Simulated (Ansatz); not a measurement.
# A hypothetical structure for NbSn3Se4, part 2 of 2

This structure for NbSn3Se4 is made up. Its elements were placed in a known structure type with a cell scaled to their sizes. What cell does the guess relax to, and how far off was it?

Ansatz 0.2.0; DFT, PBE, plane-wave PAW, files of the set soft_1, scalar-relativistic, no spin, cell and ions relaxed at zero pressure; PAW set soft_1 (the session's first sound run).

So far: Starting point; Relaxation of the guess. The relaxed cell has a = 6.541 Å (conventional setting).

## (3) Electronic structure of the relaxed cell

A second self-consistent run takes a narrower smearing and the mesh shown in its input; the bands follow along the standard path of the relaxed lattice.

This step: DFT, PBE, plane-wave PAW, files of the set soft_1, scalar-relativistic, no spin, bands and density of states at the relaxed cell; PAW set soft_1 (Ansatz 0.2.0).

input.yaml

```yaml
crystal:
  lattice:
    - [6.5407086402, 0.0, 0.0]
    - [0.0, 6.5407086402, 0.0]
    - [0.0, 0.0, 6.5407086402]
  atoms:
    - { symbol: Sn, position: [0.0, 0.5, 0.5] }
    - { symbol: Sn, position: [0.5, 0.0, 0.5] }
    - { symbol: Sn, position: [0.5, 0.5, 0.0] }
    - { symbol: Nb, position: [0.0, 0.0, 0.0] }
    - { symbol: Se, position: [0.2176785958, 0.2176785958, 0.2176785958] }
    - { symbol: Se, position: [0.2176785958, 0.7823214042, 0.7823214042] }
    - { symbol: Se, position: [0.7823214042, 0.2176785958, 0.7823214042] }
    - { symbol: Se, position: [0.7823214042, 0.7823214042, 0.2176785958] }
kpoints:
  mp_grid: { grid: [6, 6, 6] }
  band_path:
    path:
      - [[0.0, 0.0, 0.0], [0.0, 0.5, 0.0], [0.5, 0.5, 0.0], [0.0, 0.0, 0.0], [0.5, 0.5, 0.5], [0.0, 0.5, 0.0]]
      - [[0.5, 0.5, 0.0], [0.5, 0.5, 0.5]]
    npoints: 13
scf:
  occupations: { method: fermi_dirac, width: 0.03 }
  n_extra_bands: 12
hamiltonian:
  xc: pbe
  pseudopotentials: { kind: paw, azcp: { folder: soft_1 } }
output:
  forces: true
  stress: true
  write_bands: true
  dos: { projected: true }
  write_density: true
  write_potential: true
  elf: true
  volumetric_format: npy
```

Launch:

```bash
> ansatz run input.yaml --threads 4 --pin off --max-ram 10240MiB --backend cpu --events-out ev --progress --plain --runs-dir out
```

Numbers of over 12 decimals in the logs are rounded to 6 here.

The log of the run:

```text
[...]
Crystal: 8 atoms, lattice volume = 279.817 Å³
Basis set: ecut = 420 eV, 5449 PW (Γ), exchange–correlation on 90×90×90 points (8 copies of the dense FFT grid, shifted against one another)
Bands: 72, of which v1, the nominal top of the filled ones, is band 60 counted from 1 (59 counted from 0)
Symmetry: 24 space group operations
[...]
k-points: 20 of 216 (time reversal used)
[...]
SCF iter   1: F=—  HF=-44504.146342 eV  |F-HF|=—  |Δ(HF+E_count)|=         —  Δρ=4.02e-2  dr2=1.31e1  ethr=3.10e-3  ⟨swp⟩=6.0  Hψ=5059  notcnv=0
[...]
SCF iter  10: F=-44502.462724 eV  HF=-44502.462724 eV  |F-HF|=1.15e-8  |Δ(HF+E_count)|=   1.04e-7  Δρ=2.64e-6  dr2=2.59e-8  ethr=8.40e-11  ⟨swp⟩=15.7  Hψ=10317  notcnv=0
SCF 1 converged in 10 iterations: F = -44502.462724 eV  dr2 = 2.59e-8
[...]
NSCF: frozen V_eff on 80 k-points
SCF converged after 10 iterations
Free energy (F): -44502.462724 eV
[...]
Internal energy: -44502.439747 eV  (E = F + TS)
E sigma→0 (E₀):  -44502.451236 eV
Entropy (-TS):   -0.022978 eV (-2.872 meV/atom)
Fermi energy:    6.628682 eV
[...]
--- Forces (eV/Å), atoms counted from 1 ---
  atom   1  Sn     0.00000000    -0.00000000     0.00000000
  atom   2  Sn     0.00000000     0.00000000    -0.00000000
  atom   3  Sn     0.00000000    -0.00000000     0.00000000
  atom   4  Nb     0.00000000    -0.00000000     0.00000000
  atom   5  Se     0.00428460     0.00428460     0.00428460
  atom   6  Se     0.00428460    -0.00428460    -0.00428460
  atom   7  Se    -0.00428460     0.00428460    -0.00428460
  atom   8  Se    -0.00428460    -0.00428460     0.00428460
  max |Σ_I F_I| component: 1.41e-16 eV/Å
--- Stress (GPa, compression-positive) ---
        0.008778       0.000000      -0.000000
       -0.000000       0.008778       0.000000
       -0.000000       0.000000       0.008778
  P = ⅓ Tr σ = 0.0088 GPa (0.088 kbar)
--- Band table (eV; the first three rows and the last of 20) ---
  k-point 0: bands = [... 56 lower, 3.9319, 3.9319, 6.6698, 6.6698, 6.6698, 7.9856, 7.9856, 7.9856, ... 8 higher]
  k-point 1: bands = [... 56 lower, 3.9862, 4.3794, 6.7170, 6.7791, 6.7791, 7.6763, 7.6792, 7.6792, ... 8 higher]
  k-point 2: bands = [... 56 lower, 4.0959, 5.1915, 6.7142, 6.8114, 6.8114, 7.1322, 7.3433, 7.8089, ... 8 higher]
  k-point 19: bands = [... 56 lower, 4.3493, 4.3493, 6.5657, 6.5657, 6.9232, 7.6254, 7.6254, 7.6254, ... 8 higher]
```

Elapsed: 39 s, on 4 threads of Arm Neoverse V1, shared host; peak memory 1.4 GiB.

Reading the cycles: dr2 is the Hartree energy of the density residual (eV), the measure of convergence; HF is the Harris–Foulkes estimate of the energy, which meets the free energy F at convergence.

Numbers from this step:

```
free energy             : -44502.4627 eV
energy at zero smearing : -44502.4512 eV
smearing term TS        : 0.02298 eV
Fermi energy            : 6.629 eV
pressure                : 0.008778 GPa
```

bands.tsv at the labelled points (eV, zero at the Fermi level; the bands that come nearest the Fermi level along the path):

```tsv
point	band 57	band 58	band 59	band 60	band 61	band 62	band 63	band 64
Γ	-2.70	-2.70	0.04	0.04	0.04	1.36	1.36	1.36
X	-2.43	-0.83	-0.03	-0.01	0.12	0.12	0.64	1.37
M	-1.64	-1.64	-0.51	-0.31	0.10	1.02	1.02	1.32
Γ	-2.70	-2.70	0.04	0.04	0.04	1.36	1.36	1.36
R	-2.28	-2.28	-0.06	-0.06	0.29	1.00	1.00	1.00
X	-2.43	-0.83	-0.03	-0.01	0.12	0.12	0.64	1.37
M	-1.64	-1.64	-0.51	-0.31	0.10	1.02	1.02	1.32
R	-2.28	-2.28	-0.06	-0.06	0.29	1.00	1.00	1.00
```

Counts of states for the cell as run, both spins, by energy window (eV from the Fermi level):

```csv
from,to,total
-8,-7,6.00
-7,-6,0.00
-6,-5,0.06
-5,-4,8.64
-4,-3,9.24
-3,-2,3.27
-2,-1,2.77
-1,0,3.04
0,1,7.26
1,2,7.42
```

Below -8 eV lie 86.0 more states.

ELF in the ac plane at fractional y = 0.000, with atoms of Sn and Nb within 0.2 Å of it. It is the smooth field of the valence electrons, not physical close to the nuclei.

Ten even steps from '_' (0.00) to '@' (0.71), each cell a mean:
```
**@@##::::::..__________::::::==@@%%
@@%%==--====::..______..--++==--++@@
==----++##**==..______::++##**==--==
::--++##%%##==::......::++##%%**==::
::--**####**--::::::::::==**####++::
..::==++++==----======----==++++--::
__..::::::--======--====--::::::..__
______....--==--..__::====::..______
________..--==::______--==::..______
________..--==::____..====::..______
____....::--====::::--==--::::....__
..::--====----==========----====::..
::--++##**++------------==**##**==::
::--**##%%**==::......::++##%%##==::
::::==**####==..____..::++####++--::
%%++--==**++--..______::==**++--==##
@@@@++::----::________..::------%%@@
--@@%%::::::..__________..::::==@@**
```
Columns run along a (6.5 Å), rows up along c (6.5 Å). Atoms in or near the plane, at fractional coordinates: Sn at (0.50, 0.50), Nb at (0.00, 0.00).

Electrostatic potential energy in the ac plane at fractional y = 0.000, with atoms of Sn and Nb within 0.2 Å of it. With pseudopotentials it is smooth inside the atoms' cores, unlike the true potential.

Ten even steps from '_' (-44 eV) to '@' (10 eV), each cell a mean:
```
____==%%@@@@@@@@@@@@@@@@@@@@%%**..__
..--**%%@@@@@@@@@@@@@@@@@@@@@@%%++..
**##%%@@@@@@@@@@@@@@@@@@@@@@@@%%%%**
%%@@@@@@@@@@@@@@@@@@@@@@@@@@@@@@@@%%
@@@@@@@@@@@@@@@@@@@@@@@@@@@@@@@@@@@@
@@@@@@@@@@@@@@%%%%%%%%@@@@@@@@@@@@@@
@@@@@@@@@@@@%%**====++##@@@@@@@@@@@@
@@@@@@@@@@@@##==**##==++%%@@@@@@@@@@
@@@@@@@@@@%%**==@@@@##==%%@@@@@@@@@@
@@@@@@@@@@%%**==%%@@**==%%@@@@@@@@@@
@@@@@@@@@@@@%%++======**%%@@@@@@@@@@
@@@@@@@@@@@@@@%%****##%%@@@@@@@@@@@@
@@@@@@@@@@@@@@@@%%%%@@@@@@@@@@@@@@@@
@@@@@@@@@@@@@@@@@@@@@@@@@@@@@@@@@@@@
##%%%%@@@@@@@@@@@@@@@@@@@@@@@@@@%%%%
--++##%%@@@@@@@@@@@@@@@@@@@@@@%%**==
__..++%%@@@@@@@@@@@@@@@@@@@@@@##--__
____--##@@@@@@@@@@@@@@@@@@@@%%**..__
```
Columns run along a (6.5 Å; values clipped at the 3rd and 97th percentile), rows up along c (6.5 Å). Atoms in or near the plane, at fractional coordinates: Sn at (0.50, 0.50), Nb at (0.00, 0.00).

Valence density in the ac plane at fractional y = 0.000, with atoms of Sn and Nb within 0.2 Å of it. It is the smooth field of the valence electrons, not physical close to the nuclei.

Ten steps, logarithmic in the rise over the least value, from '_' (0 e/Å³) to '@' (11 e/Å³), each cell a mean:
```
%%##++::..________________....--**%%
##**==::....______________....--++**
==--::::....____________......::----
::............__________............
....................................
____............::::::..........____
__________..::--++++==::....________
__________..--**%%%%##==::..________
__________..--##@@@@%%++::..________
__________..--**@@@@%%++::..________
__________..::==**##**--....________
________......::------::......______
__................................__
..............__________............
::::::::....____________......::::::
++==--::....____________......::==++
%%##==::....______________....--**##
%%%%++::..________________..::==##%%
```
Columns run along a (6.5 Å), rows up along c (6.5 Å). Atoms in or near the plane, at fractional coordinates: Sn at (0.50, 0.50), Nb at (0.00, 0.00).

## (4) Outcome

- space group, relaxed: P-43m
- conventional cell: a = 6.541, b = 6.541, c = 6.541 Å; α = 90.0°, β = 90.0°, γ = 90.0°
- volume per atom: 34.98 Å³ (guess 34.14)

**Reading.** NbSn3Se4 relaxes to P-43m with a = 6.541, b = 6.541 and c = 6.541 Å. The guessed volume was 2 % too small. The space group P-43m was held in the relaxation, so the end point is a stationary structure within it and may be a saddle against distortions or other arrangements. Bands cross the Fermi level, so it is a metal or semimetal at this level. The electron count is odd, which forces that without spin polarisation or a larger cell. On the 6×6×6 mesh with the narrower smearing (relaxed on 4×4×4) the largest force component is 0.004 eV/Å and the largest stress component is 0.009 GPa, within the relaxation's thresholds of 0.015 eV/Å and 0.05 GPa. The cutoff wasn't tested. No dispersion term is used, so weakly bound directions may come out too long. The runs have no spin, and magnetism wasn't tested. Nothing here tests whether the compound is stable against decomposition.

[Logs are printed without paths, hosts, clocks, repeated set-up lines and the standing remarks that a program may print on its own settings, such as how far it seeks lower states.]

[Hosts, paths, dates, database ids (printed as entryN), source tags and the programs' standing remarks are cut or masked in the printed files.]
